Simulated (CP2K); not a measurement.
Consider 2-fluoropyrimidine at its PBE geometry (Å).

```xyz
10

F     2.8188   -0.0386   -0.1514
C     1.4712   -0.0238   -0.0868
N     0.8899   -1.2199   -0.1024
C    -0.4528   -1.1803   -0.0195
C    -1.1615    0.0181    0.0706
C    -0.4089    1.1930    0.0647
N     0.9348    1.1890   -0.0147
H    -0.9613   -2.1468   -0.0255
H    -2.2469    0.0345    0.1399
H    -0.8833    2.1748    0.1252
```

Method: CP2K XAS_TDP, all-electron GAPW, PBEh(45%), aug-cc-pVDZ, TDA, GW2X-corrected core level, no relativity.

Question: Predict the bright core excitations at the C K edge.

Leading lines: C2 290.04 eV, C4 287.44 eV and C5 287.51 eV. The leading line of an atom is its first one with 35 % of the strongest within 2.5 eV of its lowest line over the strength cut. Core ionisation energies at this level: C4 294.13, C5 292.79 and C2 296.33 eV.

The first six lines of each atom with a strength over 0.0015:

| atom | energy (eV) | states | strength, one atom | above the computed threshold |
| --- | --- | --- | --- | --- |
| C2 (bonded to F and 2 N) | 290.04 | 1 | 0.0690 |  |
|  | 294.44 | 1 | 0.0263 |  |
|  | 294.92 | 1 | 0.0105 |  |
|  | 295.70 | 1 | 0.0150 |  |
|  | 296.38 | 1 | 0.0043 | yes |
|  | 296.72 | 1 | 0.0085 | yes |
| C4 (bonded to C, N and H), 2 alike | 287.44 | 1 | 0.0587 |  |
|  | 291.85 | 1 | 0.0129 |  |
|  | 292.95 | 1 | 0.0036 |  |
|  | 293.53 | 1 | 0.0030 |  |
|  | 293.69 | 1 | 0.0020 |  |
|  | 294.57 | 1 | 0.0022 | yes |
| C5 (bonded to 2 C and H) | 287.51 | 1 | 0.0489 |  |
|  | 290.37 | 1 | 0.0124 |  |
|  | 291.80 | 1 | 0.0044 |  |
|  | 292.07 | 1 | 0.0048 |  |
|  | 292.94 | 1 | 0.0052 | yes |
|  | 293.41 | 1 | 0.0020 | yes |

Lines are vertical, at one geometry, with no vibrational structure. GW2X ionisation energies and lines can be off by 1 to 2 eV either way, and a good line position may hide errors that cancel. These values hold no scalar relativity, about 0.1 eV for C 1s. Rydberg lines, and the discretised continuum above threshold, depend on the basis and the box.

[Banner, clock and machine lines of the logs are left out without a mark of their own.]

[Logs are printed without paths, hosts, clocks, repeated set-up lines and the standing remarks that a program may print on its own settings, such as how far it seeks lower states.]

[Hosts, paths, dates, database ids (printed as entryN), source tags and the programs' standing remarks are cut or masked in the printed files.]
